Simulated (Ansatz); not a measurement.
# Mg2+ BF4- in dimethyl sulfoxide and 1,3-dioxolane, from a frame at 400 K (73 atoms): geometry optimisation, part 3 of 3

Aim: bring Mg2+ BF4- in dimethyl sulfoxide and 1,3-dioxolane, from a frame at 400 K (73 atoms) to a nearby minimum of the energy and see what moves.

Ansatz 0.2.0; Kohn-Sham DFT, PBE+D4, PAW (set soft_2), plane waves.

The cell: 11 C, 6 O, 30 H, 4 S, 4 B, 16 F and 2 Mg. The network of contacts between molecules at the start is that of the classical potential that made the cell. Only the Γ point is sampled, in a cell whose shortest periodic width is 9 Å.

So far. Step 3 (Cell and atoms relaxed): The relaxation changed the energy by -87.3 meV/atom, and atoms moved by 1.3 Å r.m.s., 3.4 Å at most.

**5. Single point at the relaxed geometry**

One more single point at the end of the walk gives the fuller output and checks the residual forces.

The input, input.yaml:

```yaml
crystal:
  lattice:
    - [9.31473, -0.63691, -0.25898]
    - [-0.63691, 9.46572, 0.07654]
    - [-0.25898, 0.07654, 9.17432]
  atoms:
    - { symbol: C, position: [0.15997, 0.68372, 0.47175] }
    - { symbol: C, position: [0.19931, 0.5335, 0.45743] }
    - { symbol: O, position: [0.12284, 0.48282, 0.32188] }
    - { symbol: C, position: [0.04332, 0.59482, 0.26694] }
    [... 63 atom lines left out ...]
    - { symbol: F, position: [0.03682, 0.54233, 0.84277] }
    - { symbol: F, position: [0.15902, 0.42681, 0.025] }
    - { symbol: F, position: [0.28457, 0.58469, 0.86643] }
    - { symbol: F, position: [0.17103, 0.36568, 0.78404] }
    - { symbol: Mg, position: [0.49921, 0.61129, 0.8656] }
    - { symbol: Mg, position: [0.16917, 0.3, 0.20925] }
kpoints:
  mp_grid: { grid: [1, 1, 1] }
hamiltonian:
  xc: pbe
  dispersion: d4
scf:
  occupations: { method: fixed }
output:
  forces: true
  stress: true
  populations: true
  dos:
    method: { smearing: { sigma: 0.08 } }
    de: 0.1
    projected: { site_lists: { B: [B], C: [C], F: [F], H: [H], Mg: [Mg] } }
  eigenvalues: true
  write_density: true
  write_potential: true
  volumetric_format: npy
```

Launch:

```
$ ansatz run input.yaml --threads 4 --pin off --max-ram 8192MiB --backend cpu --events-out ev --progress --plain --runs-dir out
```

Numbers of over 12 decimals in the logs are rounded to 6 here.

Output:

```text
[...]
Crystal: 73 atoms, lattice volume = 804.520 Å³
Basis set: ecut = 420 eV, 15731 PW (Γ), exchange–correlation on 128×128×128 points (8 copies of the dense FFT grid, shifted against one another)
Bands: 212, of which v1, the nominal top of the filled ones, is band 139 counted from 1 (138 counted from 0)
Symmetry: 1 space group operations
[...]
k-points: 1
[...]
SCF iter   1: F=—  HF=-27683.049679 eV  |F-HF|=—  |Δ(HF+E_count)|=         —  Δρ=5.58e-3  dr2=3.47e-1  ethr=1.77e-3  ⟨swp⟩=5.0  Hψ=771  notcnv=0  defer=67
[...]
SCF iter  10: F=-27682.952893 eV  HF=-27682.952893 eV  |F-HF|=8.10e-9  |Δ(HF+E_count)|=   3.02e-8  Δρ=1.13e-6  dr2=1.02e-8  ethr=3.60e-11  ⟨swp⟩=9.0  Hψ=1116  notcnv=0
SCF 1 converged in 10 iterations: F = -27682.952893 eV  dr2 = 1.02e-8
[...]
SCF converged after 10 iterations
Free energy (F): -27682.952893 eV
[...]
Internal energy: -27682.952893 eV  (E = F + TS)
E sigma→0 (E₀):  -27682.952893 eV
Fermi energy:    0.150710 eV
[...]
--- Forces (eV/Å), atoms counted from 1 ---
  atom   1  C     -0.00190056     0.00455643    -0.00081685
  atom   2  C      0.00015121    -0.00669592     0.00074921
  atom   3  O      0.00701467    -0.00405430     0.00172264
  atom   4  C     -0.00236790     0.00704590     0.00429091
  atom   5  O     -0.00190749     0.00210688    -0.00119426
  atom   6  H     -0.00047784     0.00131635     0.00007546
  atom   7  H     -0.00040560    -0.00081877    -0.00198123
  atom   8  H      0.00030145     0.00065222    -0.00197649
  atom   9  H      0.00021556    -0.00062028    -0.00032788
  atom  10  H     -0.00001108    -0.00117129    -0.00310887
  atom  11  H     -0.00068810    -0.00165365    -0.00012489
  atom  12  C     -0.00376469    -0.00089125     0.00226930
  atom  13  S     -0.00080250    -0.00720143     0.00194218
  atom  14  C      0.00044166     0.00142459     0.00486597
[...]
atom  72  Mg    -0.00455473     0.00118445     0.00193018
  atom  73  Mg    -0.00397021     0.00018621    -0.00183169
  max |Σ_I F_I| component: 7.31e-5 eV/Å
--- Stress (GPa, compression-positive) ---
        0.010018      -0.024425      -0.010106
       -0.024428      -0.006670       0.003744
       -0.010108       0.003744      -0.006270
  P = ⅓ Tr σ = -0.0010 GPa (-0.010 kbar)
--- Band table (eV) ---
[...]
--- Löwdin populations: 73 sites ---
  site symbol       q [e]
     0      C      4.0709
     1      C      4.0765
     2      O      6.4159
[...]
72     Mg      8.3633
  spilling = 0.011342 (of n_electrons = 278.000000)
```

It took 7.8 s on 4 threads of Arm Neoverse V2, shared host; peak memory 0.9 GiB.

The run gave:

- free energy: -27682.9529 eV
- free energy per atom: -379.2185 eV/atom
- SCF cycles: 10
- pressure: -0.0009739 GPa
- r.m.s. force component: 0.00494 eV/Å
- longest force: 0.03445 eV/Å
- Fermi energy: 0.1507 eV
- gap (highest filled to lowest empty level): 5.035 eV
- spilling of the projection: 0.01134

Löwdin charges by element and coordination (they lack the spilled electrons, 0.043 e an atom on average):

```
element  coordination  atoms  mean charge (e)  spread   least    most
      B           all      4            0.883  0.0114   0.869   0.901
      C           all     11           -0.421   0.262  -0.582   0.140
      F           all     16           -0.386  0.0351  -0.451  -0.347
      F             1     10           -0.361  0.0107   -0.38  -0.347
      F             2      6           -0.428  0.0171  -0.451  -0.405
      H           all     30            0.218  0.0166   0.166   0.240
     Mg           all      2             1.65  0.0119    1.64    1.66
     Mg             5      1             1.66       0    1.66    1.66
     Mg             6      1             1.64       0    1.64    1.64
      O           all      6           -0.699   0.233  -0.876  -0.328
      O             2      5           -0.756   0.214  -0.876  -0.328
      O             3      1           -0.416       0  -0.416  -0.416
      S           all      4             1.20  0.0071    1.19    1.20
```

Density of states as counts of states in windows of 1 eV (from the Fermi level), total and the larger projections:

```csv
from (eV),to (eV),total,F p,C p,H s
-10,-9,9.8,0.1,1.5,2.0
-9,-8,5.2,3.1,0.2,0.3
-8,-7,7.5,4.5,0.8,0.3
-7,-6,18.3,11.7,1.6,0.7
-6,-5,34.2,6.8,10.4,4.5
-5,-4,27.4,11.0,8.1,4.5
-4,-3,41.9,23.0,8.0,4.5
-3,-2,31.5,25.2,1.9,0.8
-2,-1,11.1,3.3,1.4,0.2
-1,0,11.3,0.1,1.1,1.1
0,1,0.8,0.0,0.1,0.0
1,4,0.0,0.0,0.0,0.0
4,5,0.8,0.0,0.0,0.1
```

The curve was stored every 0.100 eV, coarse against its broadening of 0.08 eV, so these counts are rough.

With fixed occupations the program's Fermi level is the highest filled level; weight inside the gap is the broadening of levels at its edges.

Between -26 and -10 eV lie 63 more states.

About 17 of the 278 electrons lie in deeper levels, below the stored range.

Not all projections were asked for or kept, so they needn't add up to the total.

The levels nearest the highest filled one (over half full), pooled over k-points and spins:

```csv
level less the highest filled one (eV),occupation
-0.693,2
-0.424,2
-0.369,2
-0.236,2
-0.144,2
0,2
5.04,0
5.13,0
5.37,0
5.44,0
5.46,0
5.61,0
```

Valence density in the bc plane at fractional x = 0.169, with atoms of C and H and O and B and F and Mg within 0.2 Å of it. It is the smooth field of the valence electrons, not physical close to the nuclei.

Ten steps, logarithmic in the rise over the least value, from '_' (0 e/Å³) to '@' (24 e/Å³), each cell a mean:
```
........__________..--++++--..________________________
____________________..----::::..______________________
________________..::::::::::::::..____________________
______________..--++++==--::::::..____________________
______________..==##%%**--::....______________________
........______..==####++::..______________________....
::::----::______::==++--..______________________..::::
======--::________......________________________..--==
======--..______________________________________..::==
====--::..____________..::::..______....__________..--
------::..____________::====::::..::::::::..________::
::----::::::....______::--====------====--..________..
::------==++==::..____..--==============--..________..
::::--==++****==..____..::--====----====--..________..
....::--++****==..____..--====--::::--==--::__________
____....--====::..__..::==++==--....--++++--..________
________..::::........::==++==::....--++==--..________
____________::**##++....------......::----::__________
____________==%%@@##::........________....____________
__..::::::..--##%%**::________________________________
__::==++==--..::==::......____________________________
..--++****--..____..--====::__________________________
..::==++++--..____::++####==..________________________
....::--::..______::**%%##++..______________________..
```
Columns run along b (9.5 Å), rows up along c (9.2 Å). Atoms in or near the plane, at fractional coordinates: C at (0.68, 0.47), H at (0.46, 0.55), C at (0.03, 0.63), O at (0.20, 0.41), B at (0.48, 0.88), F at (0.43, 0.03), F at (0.37, 0.78), Mg at (0.30, 0.21).

Electrostatic potential energy in the bc plane at fractional x = 0.169, with atoms of C and H and O and B and F and Mg within 0.2 Å of it. With pseudopotentials it is smooth inside the atoms' cores, unlike the true potential.

Ten even steps from '0' (-48 eV) to '9' (7 eV), each cell a mean:
```
999999999973368999999999999
999999999986225899999999999
999999999984002799999999999
999999998534103799999999999
999999995102667899999999999
999899996113889999999999999
777479999658999999999999988
225579999999999999999999875
003899999999999999999999984
115899999998789999999999986
767899999997138898778999998
755689999998544674026999999
743454599999720151004899999
865520169999730265126999999
988730269999755788767999999
999975688998424899734899999
999999877788535899755899999
999998621378878999989999999
999998400068999999999999999
999888510168999999999999999
996448754688999999999999999
984127888876699999999999999
986348999841169999999999999
999899999930059999999999999
```
Columns run along b (9.5 Å; values clipped at the 3rd and 97th percentile), rows up along c (9.2 Å). Atoms in or near the plane, at fractional coordinates: C at (0.68, 0.47), H at (0.46, 0.55), C at (0.03, 0.63), O at (0.20, 0.41), B at (0.48, 0.88), F at (0.43, 0.03), F at (0.37, 0.78), Mg at (0.30, 0.21).

Mean Löwdin charges: B +0.88, C -0.42, F -0.39, H +0.22, Mg +1.65, O -0.70 e (they miss 1.1 % of the electrons, so they add up to more than the cell's charge).

The surroundings of Mg72, one of the 2 Mg atoms, nearest first, numbered as they follow in the input and with coordinates relative to it.

```
atom      x      y      z  distance (Å)  bonds  Löwdin charge (e)
Mg72   0.00   0.00   0.00          0.00      5               1.66
 O35   0.64  -1.47  -1.12          1.95      2              -0.88
 O15   1.13   1.31   0.94          1.97      2              -0.86
 F70  -1.98  -0.12   0.06          1.99      2              -0.44
 F54  -0.29   1.35  -1.47          2.01      2              -0.45
 F59   0.07  -1.27   1.57          2.02      2              -0.41
 B57  -0.22  -0.96   2.95          3.11      4               0.87
 F60  -0.96   0.20   3.01          3.17      1              -0.35
 S33   0.99  -1.51  -2.62          3.19      3               1.20
 S13   2.51   1.16   1.61          3.20      3               1.20
 B52   0.64   2.22  -2.23          3.21      4               0.88
 B67  -3.10  -1.06   0.18          3.28      4               0.90
 F56   1.87   1.55  -2.33          3.36      1              -0.38
```

The column of bonds counts only the pairs H-C within 1.34 Å, F-B within 1.72 Å, F-Mg within 2.48 Å, C-C within 1.85 Å, C-O within 1.73 Å, C-S within 2.21 Å, O-S within 1.93 Å, O-Mg within 2.52 Å; other neighbours, such as metal atoms beside each other in a compound, aren't counted, and periodic images can show an atom twice.

**6. Other settings**

Changed here: basis.xc_grid = 3, scf.mixing.algorithm = "anderson", scf.mixing.beta = 0.9, scf.mixing.ndim = 2, scf.occupations.method = "methfessel_paxton" and scf.occupations.width = 0.3.

The input, input.yaml:

```yaml
crystal:
  lattice:
    - [9.47375, 0.0, 0.0]
    - [0.0, 9.47375, 0.0]
    - [0.0, 0.0, 9.47375]
  atoms:
    [... the 73 atom lines of step 2 ...]
kpoints:
  mp_grid: { grid: [1, 1, 1] }
hamiltonian:
  xc: pbe
  dispersion: d4
scf:
  occupations: { method: methfessel_paxton, width: 0.3 }
  mixing: { algorithm: anderson, beta: 0.9, ndim: 2 }
output:
  forces: true
  stress: true
  populations: intrinsic
  dos:
    method: { smearing: { sigma: 0.15 } }
    de: 0.1
    projected: { site_lists: { B: [B], C: [C], F: [F], H: [H], Mg: [Mg] } }
  eigenvalues: true
basis:
  xc_grid: 3
```

Output:

```text
band count auto-derived: 213, from the close of a first SCF at 212 (N_el = 278.0; filled up to band 139; 212 by the electrons, moments and atoms)
[...]
Crystal: 73 atoms, lattice volume = 850.287 Å³
Basis set: ecut = 420 eV, 16663 PW (Γ), exchange–correlation on 192×192×192 points (27 copies of the dense FFT grid, shifted against one another)
Bands: 212, of which v1, the nominal top of the filled ones, is band 139 counted from 1 (138 counted from 0)
Symmetry: 1 space group operations
[...]
k-points: 1
[...]
SCF iter   1: F=—  HF=-27676.716575 eV  |F-HF|=—  |Δ(HF+E_count)|=         —  Δρ=6.38e-3  dr2=5.01e-1  ethr=1.77e-3  ⟨swp⟩=7.0  Hψ=1023  notcnv=0
[...]
SCF iter  19: F=-27676.578133 eV  HF=-27676.578133 eV  |F-HF|=5.30e-8  |Δ(HF+E_count)|=   1.37e-8  S|Δr|=    0.00e0  Δρ=2.85e-6  dr2=5.79e-8  ethr=3.60e-11  ⟨swp⟩=4.0  Hψ=586  notcnv=0
SCF 1, on 212 bands, converged in 19 iterations: F = -27676.578133 eV; the run's SCF on all bands comes behind
[...]
The result of the SCF on 212 bands, without a stress, told ahead of the SCF on all bands, whose result is the run's:
SCF converged after 19 iterations
Stability not checked: this state was not tested for a lower state beside it, because cold or Methfessel-Paxton smearing, or corrected tetrahedra, fill the levels in a way that the test cannot read (fill_not_monotonic; see scf.lower_state_search)
Free energy (F): -27676.578133 eV
[...]
Internal energy: -27676.578133 eV  (E = F + TS)
E sigma→0 (E₀):  -27676.578133 eV
Fermi energy:    2.216510 eV
Step filling:    the computed levels leave a gap of 4.3283 eV = 14.4 smearing widths at the electron count; against every level under it full and every level over it empty, smearing changes F+E_penalty+E_count by +4.18e-21 meV and its σ→0 estimate by -1.06e-19 meV
[...]
--- Forces (eV/Å), atoms counted from 1 ---
  atom   1  C     -0.55106590    -0.36299227     0.91035550
  atom   2  C      1.41653355    -0.04262865     1.63995687
  atom   3  O     -0.40703331     1.32400427     0.37773500
  atom   4  C     -2.26074146    -0.23857213    -0.67612285
  atom   5  O     -0.24694088     0.72623097    -2.58809249
  atom   6  H      0.52571543     0.45813530     0.71583169
  atom   7  H      1.55155510    -0.12809971     0.14290955
  atom   8  H      0.54422796    -0.39160612    -0.39756981
  atom   9  H     -0.60986233    -0.53900761     0.50422320
  atom  10  H     -0.08664898    -0.04522756     0.16994291
  atom  11  H     -0.30220354     0.17387705    -0.57200955
  atom  12  C     -0.37283048     0.35274079    -1.62010908
  atom  13  S      1.33609999    -0.58733274     1.63762469
  atom  14  C     -0.99179163     0.25090346    -2.23274288
[...]
atom  72  Mg    -0.97854290     0.14599310     0.89654206
  atom  73  Mg    -0.63591494    -0.62818328    -1.72095642
  max |Σ_I F_I| component: 2.95e-5 eV/Å
--- Band table (eV) ---
[...]
Bands: 213, of which v1, the nominal top of the filled ones, is band 139 counted from 1 (138 counted from 0)
[...]
SCF iter   3: F=-27676.578133 eV  HF=-27676.578133 eV  |F-HF|=1.75e-9  |Δ(HF+E_count)|=   3.40e-8  S|Δr|=    0.00e0  Δρ=7.70e-7  dr2=2.71e-9  ethr=2.36e-11  ⟨swp⟩=2.0  Hψ=681  notcnv=0
SCF 2 converged in 3 iterations: F = -27676.578133 eV  dr2 = 2.71e-9
SCF converged after 22 iterations (19 of them on 212 bands)
[...]
Free energy (F): -27676.578133 eV
[...]
Internal energy: -27676.578133 eV  (E = F + TS)
E sigma→0 (E₀):  -27676.578133 eV
Fermi energy:    2.216480 eV
[...]
--- Forces (eV/Å), atoms counted from 1 ---
  atom   1  C     -0.55108952    -0.36297197     0.91035015
  atom   2  C      1.41653732    -0.04262147     1.63994712
  atom   3  O     -0.40703572     1.32398860     0.37773190
  atom   4  C     -2.26075037    -0.23856634    -0.67612956
  atom   5  O     -0.24683590     0.72614713    -2.58812294
  atom   6  H      0.52571080     0.45814754     0.71583877
  atom   7  H      1.55154176    -0.12809973     0.14290840
  atom   8  H      0.54422588    -0.39160056    -0.39756612
  atom   9  H     -0.60986003    -0.53900846     0.50422613
  atom  10  H     -0.08664916    -0.04520426     0.16993966
  atom  11  H     -0.30222593     0.17386753    -0.57200325
  atom  12  C     -0.37287183     0.35273086    -1.62010569
  atom  13  S      1.33610989    -0.58734940     1.63762652
  atom  14  C     -0.99181672     0.25090739    -2.23278077
[...]
atom  72  Mg    -0.97848178     0.14600107     0.89654044
  atom  73  Mg    -0.63590229    -0.62812491    -1.72095094
  max |Σ_I F_I| component: 6.94e-5 eV/Å
--- Stress (GPa, compression-positive) ---
        1.236217       0.100458       0.349853
        0.100459       3.555516      -0.551458
        0.349854      -0.551463       1.677739
  P = ⅓ Tr σ = 2.1565 GPa (21.565 kbar)
--- Band table (eV) ---
[...]
--- intrinsic populations: 73 sites ---
  site symbol       q [e]
     0      C      4.1206
     1      C      4.1464
     2      O      6.4384
[...]
72     Mg      8.3558
  spilling = -0.000000 (of n_electrons = 278.000000)
```

Wall time 15 s (4 threads); peak memory 1 GiB; 57 s of CPU time.

Forces differ from those of the single point at the start by 0.014 meV/Å r.m.s., 0.0015 % of their size. It took 2.0 times the reference's time (shared host, so rough).

**7. Results**

| Item | Value |
| --- | --- |
| energy change in the relaxation | -87.33 meV/atom |
| r.m.s. displacement | 1.253 Å |
| largest displacement | 3.415 Å |
| free energy per atom | -379.2185 eV/atom |
| pressure | -0.0009739 GPa |
| r.m.s. force component | 0.00494 eV/Å |
| gap (highest filled to lowest empty level) | 5.035 eV |
| wall time of the 4 DFT runs | 6 min |

What this shows: Relaxation lowers the energy by 87.3 meV/atom and moves atoms by 1.3 Å r.m.s.; the r.m.s. force component goes from 0.94 to 0.0049 eV/Å, the pressure goes from 2.2 to -9.7e-4 GPa, and the gap from 4.33 to 5.04 eV. Displacements are taken in the final cell, so they leave out its strain. By the final cutoffs no bond was broken or made. The cell shrank by 5.4 % in volume. From the first step to the last the energy fell by 6.375 eV, across changes of basis, and the largest move was 3.41 Å (H29). The O-Mg bonds change most in mean length: from 1.942 Å (spread 0.089) to 2.022 Å (spread 0.067). With the cutoffs above, all B atoms have 4, all C atoms have 4, 62 % of F atoms have 1 and all H atoms have 1 bonded neighbour. The highest filled and lowest empty levels differ by 5.04 eV (at Γ alone); a semilocal functional tends to put such gaps too low. In a disordered cell it changes from sample to sample and from frame to frame.

Caveats: The network of contacts between molecules at the start is that of the classical potential that made the cell; in DFT atoms moved by 1.3 Å r.m.s.

[Logs are printed without paths, hosts, clocks, repeated set-up lines and the standing remarks that a program may print on its own settings, such as how far it seeks lower states.]

[Hosts, paths, dates, database ids (printed as entryN), source tags and the programs' standing remarks are cut or masked in the printed files.]
